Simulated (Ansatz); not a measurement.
## Decaying states in the gap of Tl2WBr4O2

Aim: relax a made-up compound, Tl2WBr4O2, and see how good a tunnel barrier it would be. It is built by putting Br for F, Tl for Rb in the Rb2WO2F4 structure of space group C2/m, with the volume rescaled by atomic radii. The parent structure comes from the Materials Project.

Method: r2SCAN DFT, plane waves, PAW files, in the first sound run; inputs show where later runs differ, in Ansatz 0.2.0.

The structure was built from a prototype and need not be the compound's stable phase.

## (1) The structure

Symmetry: C2/m, No. 12, monoclinic system. Conventional cell: a = 10.856 Å, b = 6.247 Å, c = 5.067 Å, α = 90.00°, β = 91.98°, γ = 90.00°. Nearest to Tl lie 3 O at 3.07 to 3.18 Å and 8 Br at 3.11 to 3.33 Å. Nearest to W lie 2 O at 1.88 Å and 4 Br at 2.01 Å. Nearest to O lie 1 W at 1.88 Å. Br has 1 W at 2.01 Å and 4 Tl at 3.11 to 3.33 Å nearest. It derives from Rb2WO2F4. Br for F, Tl for Rb in the Rb2WO2F4 structure of space group C2/m. Farther neighbours and most contacts between anions are not listed.

## (2) Relaxing the new crystal

The substituted atoms don't fit the parent's cell, so cell and atoms relax together. A small smearing keeps the run stable in case the gap closes on the way.

input.yaml reads:

```yaml
crystal:
  lattice:
    - [5.4278468801, -3.1232849033, 0.0]
    - [5.4278468801, 3.1232849033, 0.0]
    - [-0.1752529832, 0.0, 5.0635190746]
  atoms:
    - { symbol: Tl, position: [0.671028, 0.671028, 0.313907] }
    - { symbol: Tl, position: [0.328972, 0.328972, 0.686093] }
    - { symbol: W, position: [0.0, 0.0, 0.0] }
    - { symbol: O, position: [0.854978, 0.854978, 0.78684] }
    - { symbol: O, position: [0.145022, 0.145022, 0.21316] }
    - { symbol: Br, position: [0.303997, 0.842461, 0.779006] }
    - { symbol: Br, position: [0.842461, 0.303997, 0.779006] }
    - { symbol: Br, position: [0.696003, 0.157539, 0.220994] }
    - { symbol: Br, position: [0.157539, 0.696003, 0.220994] }
kpoints:
  mp_grid: { grid: [4, 4, 4] }
scf:
  occupations: { method: gaussian, width: 0.03 }
hamiltonian:
  xc: r2scan
output:
  forces: true
  stress: true
relax:
  f_tol: 0.02
  max_steps: 60
  cell: {}
```

Started as:

```bash
$ ansatz run input.yaml --threads 2 --pin off --max-ram 4096MiB --backend cpu --events-out ev --progress --plain --runs-dir out
```

Numbers of over 12 decimals in the logs are rounded to 6 here.

Log:

```text
Engine: ansatz 0.2.0, aarch64-unknown-linux-gnu
Pseudopotentials: kind: paw
Pseudopotential: Tl, paw, valence charge 13, recommended cutoff 500 eV (meta_gga), Tl.paw.azcp
Pseudopotential: W, paw, valence charge 14, recommended cutoff 500 eV (meta_gga), W.paw.azcp
Pseudopotential: O, paw, valence charge 6, recommended cutoff 500 eV (meta_gga), O.paw.azcp
Pseudopotential: Br, paw, valence charge 7, recommended cutoff 500 eV (meta_gga), Br.paw.azcp
Functional definition: r2SCAN
  parameter k0 = 0.174
  parameter k1 = 0.065
  parameter a1 = 4.9479
  exchange = r2scan_x(k0 = k0, k1 = k1, a1 = a1)
  correlation = r2scan_c
Crystal: 9 atoms, lattice volume = 171.681 Å³
Basis set: ecut = 500 eV, 4377 PW (Γ), exchange–correlation on 192×192×160 points (64 copies of the dense FFT grid, shifted against one another)
Bands: 49, of which v1, the nominal top of the filled ones, is band 40 counted from 1 (39 counted from 0)
Symmetry: 4 space group operations
Space group: C2/m (ITA 12), of the structure as read, at distance tolerance 5.6e-5 Å
k-points: 24 of 64
Non-local potential: Tl, projectors of the file, l = 0: 2, l = 1: 2, l = 2: 2, l = 3: 1
Non-local potential: W, projectors of the file, l = 0: 3, l = 1: 2, l = 2: 2, l = 3: 1
Non-local potential: O, projectors of the file, l = 0: 2, l = 1: 2, l = 2: 1
Non-local potential: Br, projectors of the file, l = 0: 2, l = 1: 2, l = 2: 2
PAW form: soft (Blöchl's): semilocal exchange-correlation on the pseudo side does not see the compensation charge
PAW frozen core: Tl, regenerated for the run's functional (the file was generated under x = pbe(κ = 0.804, μ = 0.219515), c = pbe(β = 0.066725))
PAW frozen core: W, regenerated for the run's functional (the file was generated under x = pbe(κ = 0.804, μ = 0.219515), c = pbe(β = 0.066725))
PAW frozen core: O, regenerated for the run's functional (the file was generated under x = pbe(κ = 0.804, μ = 0.219515), c = pbe(β = 0.066725))
PAW frozen core: Br, regenerated for the run's functional (the file was generated under x = pbe(κ = 0.804, μ = 0.219515), c = pbe(β = 0.066725))
PAW one-centre angular grid: Tl, 590 points (default); XC on 160 Gauss nodes
PAW one-centre angular grid: W, 590 points (default); XC on 160 Gauss nodes
PAW one-centre angular grid: O, 302 points (default); XC on 160 Gauss nodes
PAW one-centre angular grid: Br, 302 points (default); XC on 160 Gauss nodes
Initial density: superposition of atomic densities (neutral atoms: chi_scale 0, normalization atom), corrected by the library's trained network
Initial wavefunctions: pseudopotential atomic-orbital guess
Functional: x = r2scan, c = r2scan; τ floored in thin density (d = 2e-4 eV/Å³)
SCF iter   1: F=—  HF=-45610.561790 eV  |F-HF|=—  |Δ(HF+E_count)|=         —  Δρ=1.15e-2  dr2=2.93e-1  dr2_τ=4.64e-1  ethr=1.77e-3  ⟨swp⟩=8.3  Hψ=5937  notcnv=0  defer=2
preconditioner: auto → Resta (q_TF=auto, 2.402 Å⁻¹)  ε∞=4.9  [insulator: Δε(μ)=0.271 eV  Ē_g=12.181 eV  σ=0.030 eV  W_gap=1.00  n_scr=44 (ndim 8)  ℏωp=24.0 eV  f_vac=0.000  D(μ)=0.00/eV (n_scr^D=0)  ε∞_Penn≈4.9]
SCF iter   2: F=—  HF=-45610.731291 eV  |F-HF|=—  |Δ(HF+E_count)|=   1.70e-1  Δρ=5.64e-3  dr2=3.96e-2  dr2_τ=1.53e-2  ethr=3.66e-4  ⟨swp⟩=3.3  Hψ=2405  notcnv=0  defer=64
SCF iter   3: F=—  HF=-45610.732477 eV  |F-HF|=—  |Δ(HF+E_count)|=   1.19e-3  Δρ=3.15e-3  dr2=1.64e-2  dr2_τ=1.34e-3  ethr=4.95e-5  ⟨swp⟩=2.0  Hψ=2121  notcnv=0  defer=40
automatic band count: iteration 3 solves 48 bands in place of 49: the levels show a gap, and the empty bands left out lie too high to hold charge; the band table lists the bands solved (type scf.n_extra_bands for more)
SCF iter   4: F=—  HF=-45610.731755 eV  |F-HF|=—  |Δ(HF+E_count)|=   7.22e-4  Δρ=1.44e-3  dr2=2.84e-3  dr2_τ=4.96e-4  ethr=2.05e-5  ⟨swp⟩=2.0  Hψ=2097  notcnv=0  defer=40
SCF iter   5: F=—  HF=-45610.731633 eV  |F-HF|=—  |Δ(HF+E_count)|=   1.22e-4  Δρ=2.84e-4  dr2=1.22e-4  dr2_τ=9.98e-6  ethr=3.55e-6  ⟨swp⟩=2.0  Hψ=1792  notcnv=0  defer=40
SCF iter   6: F=—  HF=-45610.731684 eV  |F-HF|=—  |Δ(HF+E_count)|=   5.09e-5  Δρ=6.12e-5  dr2=8.93e-6  dr2_τ=1.06e-6  ethr=1.52e-7  ⟨swp⟩=2.0  Hψ=1991  notcnv=0  defer=40
SCF iter   7: F=—  HF=-45610.731544 eV  |F-HF|=—  |Δ(HF+E_count)|=   1.39e-4  Δρ=1.42e-5  dr2=3.99e-7  dr2_τ=2.92e-8  ethr=1.12e-8  ⟨swp⟩=2.5  Hψ=2028  notcnv=0  defer=40
SCF iter   8: F=-45610.731545 eV  HF=-45610.731545 eV  |F-HF|=1.84e-9  |Δ(HF+E_count)|=   1.08e-7  Δρ=2.61e-6  dr2=1.51e-8  dr2_τ=1.66e-9  ethr=1.25e-10  ⟨swp⟩=5.0  Hψ=4739  notcnv=0
SCF 1 converged in 8 iterations: F = -45610.731545 eV  dr2 = 1.51e-8
  greatest PAW one-centre occupation: 0.999 electrons in one spin orbital (limit 2), on the W atom at site 2 (counted from 0), in its partial waves of l = 0
relax step   1: F+E_penalty+E_count = -45610.73154455 eV  Δ(F+E_penalty+E_count) = +0.000e0 eV  max|allowed force component| = 1.351e1 eV/Å  Δτ_max = 0.0000 Å  P = +56.380 GPa  Ω = 171.681 Å³  (8 SCF iters, dr2 threshold 1.00e-7 eV, accepted)
Crystal: 9 atoms, lattice volume = 182.039 Å³
Basis set: ecut = 500 eV, 4643 PW (Γ), exchange–correlation on 192×192×160 points (64 copies of the dense FFT grid, shifted against one another)
Initial density: handed on by an earlier stage of this run
Initial wavefunctions: those handed on with the density
iter 1 solved again at ethr=1.87e-3 eV; its pass at ethr=3.10e-3 eV (dr2=1.49e0 eV) is discarded
SCF iter   1: F=—  HF=-45622.039315 eV  |F-HF|=—  |Δ(HF+E_count)|=         —  Δρ=1.88e-2  dr2=1.48e0  dr2_τ=2.13e0  ethr=1.87e-3  ⟨swp⟩=1.2  Hψ=6182  notcnv=0
automatic band count: iteration 1 solves 46 bands in place of 49: the levels show a gap, and the empty bands left out lie too high to hold charge; the band table lists the bands solved (type scf.n_extra_bands for more)
preconditioner: auto → Resta (q_TF=auto, 2.379 Å⁻¹)  ε∞=5.4  [insulator: Δε(μ)=0.893 eV  Ē_g=11.114 eV  σ=0.030 eV  W_gap=1.00  n_scr=44 (ndim 8)  ℏωp=23.4 eV  f_vac=0.003  D(μ)=0.00/eV (n_scr^D=0)  ε∞_Penn≈5.4]
SCF iter   2: F=—  HF=-45622.591379 eV  |F-HF|=—  |Δ(HF+E_count)|=   5.52e-1  Δρ=1.06e-2  dr2=2.49e-1  dr2_τ=6.65e-2  ethr=1.85e-3  ⟨swp⟩=3.3  Hψ=2172  notcnv=0  defer=2
SCF iter   3: F=—  HF=-45622.566787 eV  |F-HF|=—  |Δ(HF+E_count)|=   2.46e-2  Δρ=5.65e-3  dr2=6.67e-2  dr2_τ=1.09e-2  ethr=3.11e-4  ⟨swp⟩=2.0  Hψ=2240  notcnv=0  defer=43
SCF iter   4: F=—  HF=-45622.559730 eV  |F-HF|=—  |Δ(HF+E_count)|=   7.06e-3  Δρ=2.42e-3  dr2=1.48e-2  dr2_τ=7.40e-4  ethr=8.33e-5  ⟨swp⟩=2.0  Hψ=2034  notcnv=0  defer=44
[...]
relax step   6: F+E_penalty+E_count = -45627.10634514 eV  Δ(F+E_penalty+E_count) = -1.480e-1 eV  max|allowed force component| = 2.853e-1 eV/Å  Δτ_max = 0.1676 Å  P = -0.579 GPa  Ω = 233.073 Å³  energy of the carried Pulay correction = -1.389e-2 eV  (8 SCF iters, dr2 threshold 9.00e-7 eV, accepted)
relax step   7: F+E_penalty+E_count = -45627.13912978 eV  Δ(F+E_penalty+E_count) = -3.278e-2 eV  max|allowed force component| = 2.058e-1 eV/Å  Δτ_max = 0.1355 Å  P = -0.405 GPa  Ω = 235.785 Å³  energy of the carried Pulay correction = -1.441e-2 eV  (7 SCF iters, dr2 threshold 9.00e-7 eV, accepted)
relax step   8: F+E_penalty+E_count = -45627.14396895 eV  Δ(F+E_penalty+E_count) = -4.839e-3 eV  max|allowed force component| = 5.780e-2 eV/Å  Δτ_max = 0.0366 Å  P = +0.071 GPa  Ω = 232.939 Å³  energy of the carried Pulay correction = -1.386e-2 eV  (7 SCF iters, dr2 threshold 9.00e-7 eV, accepted)
relax step   9: F+E_penalty+E_count = -45627.14378274 eV  Δ(F+E_penalty+E_count) = +1.862e-4 eV  max|allowed force component| = 3.976e-2 eV/Å  Δτ_max = 0.0143 Å  P = -0.105 GPa  Ω = 235.227 Å³  energy of the carried Pulay correction = -1.430e-2 eV  (7 SCF iters, dr2 threshold 2.09e-7 eV, accepted)
relax step  10: F+E_penalty+E_count = -45627.14559790 eV  Δ(F+E_penalty+E_count) = -1.815e-3 eV  max|allowed force component| = 1.563e-2 eV/Å  Δτ_max = 0.0121 Å  P = +0.020 GPa  Ω = 234.618 Å³  energy of the carried Pulay correction = -1.419e-2 eV  (6 SCF iters, dr2 threshold 5.02e-7 eV, accepted)
relax step  11: F+E_penalty+E_count = -45627.21124934 eV  Δ(F+E_penalty+E_count) = -6.565e-2 eV  max|allowed force component| = 1.691e-2 eV/Å  Δτ_max = 0.0000 Å  P = +0.365 GPa  Ω = 234.618 Å³  stress off target by 6.25e-1 GPa  SCF on the basis re-selected at this cell (its energy is not comparable with the rows above)  (8 SCF iters)
relax step  12: F+E_penalty+E_count = -45627.21803363 eV  Δ(F+E_penalty+E_count) = -6.784e-3 eV  max|allowed force component| = 3.747e-2 eV/Å  Δτ_max = 0.0206 Å  P = +0.149 GPa  Ω = 238.223 Å³  energy of the carried Pulay correction = -6.708e-4 eV  (7 SCF iters, dr2 threshold 9.00e-7 eV, accepted)
relax step  13: F+E_penalty+E_count = -45627.22082916 eV  Δ(F+E_penalty+E_count) = -2.796e-3 eV  max|allowed force component| = 2.694e-2 eV/Å  Δτ_max = 0.0124 Å  P = +0.084 GPa  Ω = 239.135 Å³  energy of the carried Pulay correction = -8.458e-4 eV  (6 SCF iters, dr2 threshold 3.41e-7 eV, accepted)
relax step  14: F+E_penalty+E_count = -45627.22257377 eV  Δ(F+E_penalty+E_count) = -1.745e-3 eV  max|allowed force component| = 5.946e-3 eV/Å  Δτ_max = 0.0215 Å  P = +0.008 GPa  Ω = 239.989 Å³  energy of the carried Pulay correction = -1.011e-3 eV  (8 SCF iters, dr2 threshold 1.05e-7 eV, accepted)
relax step  15: F+E_penalty+E_count = -45627.22259862 eV  Δ(F+E_penalty+E_count) = -2.485e-5 eV  max|allowed force component| = 1.039e-2 eV/Å  Δτ_max = 0.0081 Å  P = -0.002 GPa  Ω = 240.095 Å³  energy of the carried Pulay correction = -1.031e-3 eV  (9 SCF iters, accepted)
iter 1 solved again at ethr=4.67e-7 eV; its pass at ethr=3.10e-3 eV (dr2=3.74e-4 eV) is discarded
SCF iter   1: F=—  HF=-45627.223527 eV  |F-HF|=—  |Δ(HF+E_count)|=         —  Δρ=9.01e-5  dr2=8.12e-7  dr2_τ=5.09e-6  ethr=4.67e-7  ⟨swp⟩=3.0  Hψ=8127  notcnv=0
preconditioner: auto → Resta (q_TF=auto, 2.272 Å⁻¹)  ε∞=4.4  [insulator: Δε(μ)=1.107 eV  Ē_g=10.952 eV  σ=0.030 eV  W_gap=1.00  n_scr=50 (ndim 8)  ℏωp=20.3 eV  f_vac=0.020  D(μ)=0.00/eV (n_scr^D=0)  ε∞_Penn≈4.4]
SCF iter   2: F=—  HF=-45627.223601 eV  |F-HF|=—  |Δ(HF+E_count)|=   7.35e-5  Δρ=4.59e-5  dr2=2.14e-7  dr2_τ=2.41e-6  ethr=1.02e-9  ⟨swp⟩=3.3  Hψ=2824  notcnv=0
SCF iter   3: F=—  HF=-45627.223616 eV  |F-HF|=—  |Δ(HF+E_count)|=   1.53e-5  Δρ=3.64e-6  dr2=3.51e-8  dr2_τ=7.89e-9  ethr=2.68e-10  ⟨swp⟩=2.0  Hψ=2088  notcnv=0
SCF iter   4: F=—  HF=-45627.223616 eV  |F-HF|=—  |Δ(HF+E_count)|=   3.33e-9  Δρ=8.71e-7  dr2=4.45e-10  dr2_τ=8.02e-10  ethr=4.39e-11  ⟨swp⟩=2.0  Hψ=2016  notcnv=0
SCF iter   5: F=—  HF=-45627.223616 eV  |F-HF|=—  |Δ(HF+E_count)|=   1.27e-9  Δρ=4.03e-7  dr2=9.68e-11  dr2_τ=8.57e-11  ethr=1.00e-12  ⟨swp⟩=5.0  Hψ=4620  notcnv=0
SCF iter   6: F=-45627.223616 eV  HF=-45627.223616 eV  |F-HF|=1.46e-11  |Δ(HF+E_count)|=  3.64e-10  Δρ=9.64e-8  dr2=2.98e-11  dr2_τ=7.18e-12  ethr=1.00e-12  ⟨swp⟩=4.9  Hψ=4093  notcnv=0
SCF 16 converged in 6 iterations: F = -45627.223616 eV  dr2 = 2.98e-11
relax step  16: F+E_penalty+E_count = -45627.22361599 eV  Δ(F+E_penalty+E_count) = -1.017e-3 eV  max|allowed force component| = 1.035e-2 eV/Å  Δτ_max = 0.0000 Å  P = -0.004 GPa  Ω = 240.095 Å³  stress off target by 2.20e-2 GPa  SCF on the basis re-selected at this cell (its energy is not comparable with the rows above)  (6 SCF iters)
basis re-selected at this cell: Δ(F+E_penalty+E_count) = -1.017e-3 eV, ΔP = -0.002 GPa vs the last step (what re-selecting the basis moved, of the pressure what is left beyond the Pulay correction that the steps carried, after the strain that the cell walked since its last selection, with what the two solves' SCF thresholds leave and, on support functions, any second-order correction that the steps lacked; it is no m [...]
SCF converged after 6 iterations
Free energy (F): -45627.223616 eV
Harris-Foulkes:  -45627.223616 eV  (|F-HF|=1.46e-11)
Internal energy: -45627.223616 eV  (E = F + TS)
E sigma→0 (E₀):  -45627.223616 eV
Fermi energy:    4.481468 eV
--- Per-component energies (eV) ---
  E_band       = -547.800112
  E_kinetic    = 1995.444893
  E_local      = -5792.736024  (includes V_loc(G=0)·N_el)
  E_nonlocal   = 1010.705870
  E_hartree    = 2100.973357
  E_xc         = -1832.855540
  E_vxc        = -1237.691859  (∫ρ·V_xc dr)
  E_paw        = -38371.663560  (= ΣΔE_a)
  E_vpaw       = -799.877424  (= ΣTr[D̂ρ^β])
  E_aug_tail   = 0.002002  (compensation charges beyond the density's cutoff)
  E_vtau       = 74.405992  (kinetic-family band-sum trace: ∫τ·v_τ [+ j·A + Jᵃ·Aᵃ] dr)
  E_ewald      = -4737.889531
  E_core_change = 0.794916  (= ΣΔE_core)
  E_smearing   = -0.000000  (= −TS)
  E_closure    = 0.000000  (closes the sum)
  Σ components = -45627.223616   (vs F -45627.223616, Δ=0.00e0)
--- Forces (eV/Å), atoms counted from 1 ---
  atom   1  Tl    -0.00067714     0.00000000     0.00093772
  atom   2  Tl     0.00067714     0.00000000    -0.00093772
  atom   3  W      0.00000000     0.00000000     0.00000000
  atom   4  O      0.00190810     0.00000000    -0.01034883
  atom   5  O     -0.00190810     0.00000000     0.01034883
  atom   6  Br    -0.00540849     0.00066791    -0.00110414
  atom   7  Br    -0.00540849    -0.00066791    -0.00110414
  atom   8  Br     0.00540849    -0.00066791     0.00110414
  atom   9  Br     0.00540849     0.00066791     0.00110414
  max |Σ_I F_I| component: 0.00e0 eV/Å
--- Stress (GPa, compression-positive) ---
       -0.020468       0.000000       0.007216
        0.000000      -0.003320       0.000000
        0.007216       0.000000       0.011018
  P = ⅓ Tr σ = -0.0043 GPa (-0.043 kbar)
--- Relaxed structure (14 steps of the walk, 14 accepted, 2 SCFs on fresh bases) ---
  F+E_penalty+E_count = -45627.22361599 eV   max|allowed force component| = 1.035e-2 eV/Å   (the final SCF, on the basis selected at the relaxed cell)
  cell:  # Å, volume = 240.0946 Å³
    - [5.737659, -3.649562, -0.738832]
    - [5.737659, 3.649562, -0.738832]
    - [-0.874496, 1.7364404648179983e-16, 5.845542]
  atoms:
    - { symbol: Tl, position: [0.704144, 0.704144, 0.356483] }
    - { symbol: Tl, position: [0.295856, 0.295856, 0.643517] }
    - { symbol: W, position: [-1.2534963272776084e-19, -1.0471864781103967e-18, -5.709874399007905e-19] }
    - { symbol: O, position: [0.869036, 0.869036, 0.750069] }
    - { symbol: O, position: [0.130964, 0.130964, 0.249931] }
    - { symbol: Br, position: [0.343543, 0.845610, 0.807489] }
    - { symbol: Br, position: [0.845610, 0.343543, 0.807489] }
    - { symbol: Br, position: [0.656457, 0.154390, 0.192511] }
    - { symbol: Br, position: [0.154390, 0.656457, 0.192511] }
```

Wall time 3.3 min (2 threads of Arm Neoverse V2, shared host); peak memory 1.1 GiB; 6.4 min of CPU time.

Relaxation path:

| step | energy less that of the first step (eV) | largest force component (eV/Å) | pressure (GPa) | volume (Å³) |
| --- | --- | --- | --- | --- |
| 1 | 0.0000 | 13.5079 | 56.38 | 171.68 |
| 2 | -11.8274 | 3.2245 | 20.69 | 182.04 |
| 3 | -14.6976 | 1.6585 | 9.07 | 202.24 |
| 4 | -15.9204 | 0.6962 | 3.97 | 218.01 |
| 5 | -16.2268 | 0.3026 | 1.05 | 229.00 |
| 6 | -16.3748 | 0.2853 | -0.58 | 233.07 |
| 7 | -16.4076 | 0.2058 | -0.41 | 235.79 |
| 8 | -16.4124 | 0.0578 | 0.07 | 232.94 |
| 9 | -16.4122 | 0.0398 | -0.10 | 235.23 |
| 10 | -16.4141 | 0.0156 | 0.02 | 234.62 |
| 11* | -16.4797 | 0.0169 | 0.37 | 234.62 |
| 12 | -16.4865 | 0.0375 | 0.15 | 238.22 |
| 13 | -16.4893 | 0.0269 | 0.08 | 239.14 |
| 14 | -16.4910 | 0.0059 | 0.01 | 239.99 |
| 15 | -16.4911 | 0.0104 | 0.00 | 240.09 |
| 16* | -16.4921 | 0.0103 | 0.00 | 240.09 |

Relaxation steps marked * repeat the geometry before them on a plane-wave basis chosen anew for their cell, so energy and pressure can jump there.

Forces are held to the 4 operations that the run works with; a distortion that breaks them can't arise in this run.

| cell as run | before | after | change |
| --- | --- | --- | --- |
| a (Å) | 6.262 | 6.840 | +9.2 % |
| b (Å) | 6.262 | 6.840 | +9.2 % |
| c (Å) | 5.067 | 5.911 | +16.7 % |
| α (°) | 91.72 | 103.35 | +12.7 % |
| β (°) | 91.72 | 103.35 | +12.7 % |
| γ (°) | 59.83 | 64.49 | +7.8 % |
| volume (Å³/atom) | 19.08 | 26.68 | +39.8 % |

The atoms that moved most (Å, as changes of fractional coordinates times the final cell):

| atom | dx | dy | dz | length |
| --- | --- | --- | --- | --- |
| Tl2 | -0.343 | 0.000 | -0.200 | 0.397 |
| Tl1 | 0.343 | 0.000 | 0.200 | 0.397 |
| O4 | 0.193 | 0.000 | -0.236 | 0.305 |
| O5 | -0.193 | 0.000 | 0.236 | 0.305 |
| Br9 | -0.220 | -0.133 | -0.135 | 0.290 |
| Br8 | -0.220 | 0.133 | -0.135 | 0.290 |
| Br7 | 0.220 | 0.133 | 0.135 | 0.290 |
| Br6 | 0.220 | -0.133 | 0.135 | 0.290 |

This step gave:

* free energy: -45627.2236 eV
* Fermi energy: 4.481 eV
* pressure: -0.004257 GPa

The largest force component on a free atom ends at 0.010 eV/Å.

[end of part 1 of 3]

[Logs are printed without paths, hosts, clocks, repeated set-up lines and the standing remarks that a program may print on its own settings, such as how far it seeks lower states.]

[Hosts, paths, dates, database ids (printed as entryN), source tags and the programs' standing remarks are cut or masked in the printed files.]
